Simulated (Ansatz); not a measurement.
# SbP: relaxing a made-up structure, part 2 of 2

This structure for SbP is made up. Its elements were placed in a known structure type with a cell scaled to their sizes. What cell does the guess relax to, and how far off was it?

Ansatz 0.2.0; DFT, PBEsol, plane-wave PAW, files of the set soft_1, scalar-relativistic, no spin, cell and ions relaxed at zero pressure; PAW set soft_1 (the session's first sound run).

So far: The starting structure; Relaxation of the guess. The relaxed cell has a = 3.914, c = 9.740 Å (conventional setting).

**3. Bands of the relaxed cell**

A second self-consistent run takes a narrower smearing and the mesh shown in its input; the bands follow along the standard path of the relaxed lattice.

This step: DFT, PBEsol, plane-wave PAW, files of the set soft_1, scalar-relativistic, no spin, bands and density of states at the relaxed cell; PAW set soft_1 (Ansatz 0.2.0).

Input file input.yaml:

```yaml
crystal:
  lattice:
    - [1.9569885191, 1.1298678483, 3.2466086006]
    - [-1.9569885191, 1.1298678483, 3.2466086006]
    - [0.0, -2.2597356966, 3.2466086006]
  atoms:
    - { symbol: Sb, position: [0.5, 0.5, 0.5] }
    - { symbol: P, position: [0.0, 0.0, 0.0] }
kpoints:
  mp_grid: { grid: [10, 10, 10] }
  band_path:
    path:
      - [[0.0, 0.0, 0.0], [0.5, 0.0, 0.0], [0.5, 0.24740953, -0.24740953]]
      - [[0.75259047, 0.5, 0.24740953], [0.5, 0.5, 0.5], [0.0, 0.0, 0.0], [0.37370477, 0.0, -0.37370477]]
      - [[0.62629523, 0.37370477, 0.0], [0.5, 0.5, 0.0], [0.62629523, 0.62629523, 0.24740953], [0.5, 0.5, 0.5]]
      - [[0.5, 0.0, 0.0], [0.75259047, 0.37370477, 0.37370477]]
    npoints: 8
scf:
  occupations: { method: fermi_dirac, width: 0.03 }
  n_extra_bands: 6
hamiltonian:
  xc: pbesol
  pseudopotentials: { kind: paw, azcp: { folder: soft_1 }, xc_functional: pbe }
output:
  forces: true
  stress: true
  write_bands: true
  dos: { projected: true }
  write_density: true
  write_potential: true
  elf: true
  volumetric_format: npy
```

The run is started by

```bash
ansatz run input.yaml --threads 4 --pin off --max-ram 8192MiB --backend cpu --events-out ev --progress --plain --runs-dir out
```

Numbers of over 12 decimals in the logs are rounded to 6 here.

Output:

```text
[...]
Crystal: 2 atoms, lattice volume = 43.072 Å³
Basis set: ecut = 420 eV, 875 PW (Γ), exchange–correlation on 54×54×54 points (8 copies of the dense FFT grid, shifted against one another)
Bands: 16, of which v1, the nominal top of the filled ones, is band 10 counted from 1 (9 counted from 0)
Symmetry: 12 space group operations
[...]
k-points: 116 of 1000
[...]
SCF iter   1: F=—  HF=-7148.152594 eV  |F-HF|=—  |Δ(HF+E_count)|=         —  Δρ=2.45e-2  dr2=4.27e-1  ethr=3.10e-3  ⟨swp⟩=6.5  Hψ=11959  notcnv=0
[...]
SCF iter   7: F=-7148.045014 eV  HF=-7148.045014 eV  |F-HF|=1.28e-8  |Δ(HF+E_count)|=   1.67e-7  Δρ=6.32e-6  dr2=1.82e-8  ethr=5.00e-10  ⟨swp⟩=15.4  Hψ=14076  notcnv=0
SCF 1 converged in 7 iterations: F = -7148.045014 eV  dr2 = 1.82e-8
[...]
NSCF: frozen V_eff on 76 k-points
SCF converged after 7 iterations
Free energy (F): -7148.045014 eV
[...]
Internal energy: -7148.040597 eV  (E = F + TS)
E sigma→0 (E₀):  -7148.042806 eV
Entropy (-TS):   -0.004417 eV (-2.209 meV/atom)
Fermi energy:    10.931512 eV
[...]
--- Stress (GPa, compression-positive) ---
       -0.562917       0.000000      -0.000000
        0.000000      -0.562917       0.000000
       -0.000000       0.000000      -0.218923
  P = ⅓ Tr σ = -0.4483 GPa (-4.483 kbar)
--- Band table (eV; the first three rows and the last of 116) ---
  k-point 0: bands = [... 6 lower, 7.1377, 8.6993, 8.9070, 8.9070, 14.9879, 14.9879, 15.0566, 15.6600, ... 2 higher]
  k-point 1: bands = [... 6 lower, 6.2116, 8.7363, 8.9149, 9.5204, 14.2259, 14.2491, 14.4321, 15.9328, ... 2 higher]
  k-point 2: bands = [... 6 lower, 4.6436, 8.8036, 8.9623, 10.2307, 12.9783, 12.9823, 13.5111, 16.2831, ... 2 higher]
  k-point 115: bands = [... 6 lower, 0.2674, 9.5989, 9.5989, 10.6306, 10.6306, 11.0405, 11.9972, 20.0187, ... 2 higher]
```

Run time: 2 s. Hardware: 4 threads of Arm Neoverse V1, shared host; peak memory 0.37 GiB; 7.1 s of CPU time.

Numbers from this step:

| Item | Value |
| --- | --- |
| free energy | -7148.0450 eV |
| energy at zero smearing | -7148.0428 eV |
| smearing term TS | 0.004417 eV |
| Fermi energy | 10.93 eV |
| pressure | -0.4483 GPa |

bands.tsv at the labelled points (eV, zero at the Fermi level; the bands that come nearest the Fermi level along the path):

| point | band 7 | band 8 | band 9 | band 10 | band 11 | band 12 | band 13 | band 14 |
| --- | --- | --- | --- | --- | --- | --- | --- | --- |
| Γ | -3.79 | -2.23 | -2.02 | -2.02 | 4.06 | 4.06 | 4.13 | 4.73 |
| L | -10.57 | -1.47 | -1.39 | -0.49 | -0.39 | -0.04 | 0.90 | 9.16 |
| B1 | -9.46 | -5.97 | -5.96 | -0.19 | 0.63 | 5.02 | 5.05 | 7.38 |
| B | -9.46 | -5.97 | -5.96 | -0.19 | 0.63 | 5.02 | 5.05 | 7.38 |
| Z | -10.66 | -1.33 | -1.33 | -0.30 | -0.30 | 0.11 | 1.07 | 9.09 |
| Γ | -3.79 | -2.23 | -2.02 | -2.02 | 4.06 | 4.06 | 4.13 | 4.73 |
| X | -9.35 | -6.43 | -3.81 | -3.11 | 3.44 | 3.57 | 4.95 | 6.54 |
| Q | -9.35 | -6.43 | -3.81 | -3.11 | 3.44 | 3.57 | 4.95 | 6.54 |
| F | -7.51 | -6.97 | -4.46 | -4.31 | 1.70 | 6.09 | 6.13 | 7.70 |
| P1 | -9.36 | -6.46 | -3.70 | -3.10 | 3.47 | 3.55 | 4.94 | 6.57 |
| Z | -10.66 | -1.33 | -1.33 | -0.30 | -0.30 | 0.11 | 1.07 | 9.09 |
| L | -10.57 | -1.47 | -1.39 | -0.49 | -0.39 | -0.04 | 0.90 | 9.16 |
| P | -9.36 | -6.46 | -3.70 | -3.10 | 3.47 | 3.55 | 4.94 | 6.57 |

States per cell as run, both spins, in windows of 1 eV, from dos.tsv (zero at the Fermi level):

```
from  to  total
  -8  -7   0.35
  -7  -6   0.38
  -6  -5   0.66
  -5  -4   1.06
  -4  -3   1.20
  -3  -2   1.19
  -2  -1   1.00
  -1   0   0.72
   0   1   0.78
   1   2   0.99
   2   3   1.31
   3   4   1.33
```

A further 13.4 states lie below the table's range.

ELF in the ac plane of the conventional cell at fractional y = 0.000, with atoms of Sb and P within 0.2 Å of it. It is the smooth field of the valence electrons, not physical close to the nuclei.

Ten even steps from '0' (0.03) to '9' (0.79), each cell a mean:
```
14997411258972
79986433347998
87654444445677
33234444443333
00123455543100
00023566653100
00024678753100
11125788764211
33335677764333
44455555555544
12344322345432
00244311244310
01344321244420
23455433445443
44445566654444
22235688764322
00124688763100
00024677653100
00023556543100
11124455443211
55444444444445
99875444446789
57996422358996
02897411258950
```
Columns run along a (3.9 Å), rows up along c (9.7 Å), edges of the conventional cell, whose origin can differ from the input's. Atoms in or near the plane, at fractional coordinates: Sb at (0.00, 0.50), P at (0.00, 0.00).

Valence density in the ac plane of the conventional cell at fractional y = 0.000, with atoms of Sb and P within 0.2 Å of it. It is the smooth field of the valence electrons, not physical close to the nuclei.

Ten steps, logarithmic in the rise over the least value, from '0' (0 e/Å³) to '9' (13 e/Å³), each cell a mean:
```
23332100112332
33321111112233
22211111111122
11111222211111
00011222211000
00001222211000
00001222211000
00011222211000
11111122211111
43221111111233
87532111112367
99742100112589
98632100112479
65421111112346
22211111111222
11111122211111
00001222211000
00001222211000
00001222211000
00011222211000
11111122211111
32221111111223
33322111112333
12332100112332
```
Columns run along a (3.9 Å), rows up along c (9.7 Å), edges of the conventional cell, whose origin can differ from the input's. Atoms in or near the plane, at fractional coordinates: Sb at (0.00, 0.50), P at (0.00, 0.00).

Electrostatic potential energy in the ac plane of the conventional cell at fractional y = 0.000, with atoms of Sb and P within 0.2 Å of it. With pseudopotentials it is smooth inside the atoms' cores, unlike the true potential.

Ten even steps from '_' (-31 eV) to '@' (14 eV), each cell a mean:
```
____::##@@@@@@@@@@@@%%++____
::==**%%@@@@@@@@@@@@@@##++--
%%%%@@@@@@%%%%%%%%@@@@@@%%%%
@@@@@@@@@@%%####%%%%@@@@@@@@
@@@@@@@@@@%%%%##%%%%@@@@@@@@
@@@@@@@@@@@@%%%%%%@@@@@@@@@@
@@@@@@@@@@@@@@%%@@@@@@@@@@@@
@@@@@@@@@@@@%%%%@@@@@@@@@@@@
%%%%@@@@@@@@@@%%@@@@@@@@@@%%
==++##%%@@@@@@@@@@@@@@##**==
____::**%%@@@@@@@@@@##==..__
______--##@@@@@@@@%%**::____
____..==%%@@@@@@@@%%##::____
..::==##%%@@@@@@@@@@%%**--..
**##%%@@@@@@@@@@@@@@@@%%####
@@@@@@@@@@@@%%%%@@@@@@@@@@@@
@@@@@@@@@@@@%%%%@@@@@@@@@@@@
@@@@@@@@@@@@%%%%@@@@@@@@@@@@
@@@@@@@@@@%%%%%%%%@@@@@@@@@@
@@@@@@@@@@%%####%%%%@@@@@@@@
@@@@@@@@@@%%%%##%%%%@@@@@@@@
**##%%@@@@@@%%%%%%@@@@%%%%##
__..==%%@@@@@@@@@@@@%%**--__
____..**%%@@@@@@@@@@%%==____
```
Columns run along a (3.9 Å; values clipped at the 3rd and 97th percentile), rows up along c (9.7 Å), edges of the conventional cell, whose origin can differ from the input's. Atoms in or near the plane, at fractional coordinates: Sb at (0.00, 0.50), P at (0.00, 0.00).

**4. What came out**

| Quantity | Value |
| --- | --- |
| space group, relaxed | R-3m |
| conventional cell | a = 3.914, b = 3.914, c = 9.740 Å; α = 90.0°, β = 90.0°, γ = 120.0° |
| volume per atom | 21.54 Å³ (guess 24.10) |

In words: SbP relaxes to R-3m with a = 3.914, b = 3.914 and c = 9.740 Å. The guessed volume was 12 % too large. The space group R-3m was held in the relaxation, so the end point is a stationary structure within it and may be a saddle against distortions or other arrangements. Bands cross the Fermi level, so it is a metal or semimetal at this level. On the 10×10×10 mesh with the narrower smearing (relaxed on 8×8×8) the forces vanish, as symmetry may demand, and the largest stress component is 0.563 GPa, against the relaxation's thresholds of 0.015 eV/Å and 0.05 GPa. The cutoff wasn't tested. Spin-orbit coupling is left out, which can matter for elements this heavy. No dispersion term is used, so weakly bound directions may come out too long. Nothing here tests whether the compound is stable against decomposition.

[Logs are printed without paths, hosts, clocks, repeated set-up lines and the standing remarks that a program may print on its own settings, such as how far it seeks lower states.]

[Hosts, paths, dates, database ids (printed as entryN), source tags and the programs' standing remarks are cut or masked in the printed files.]
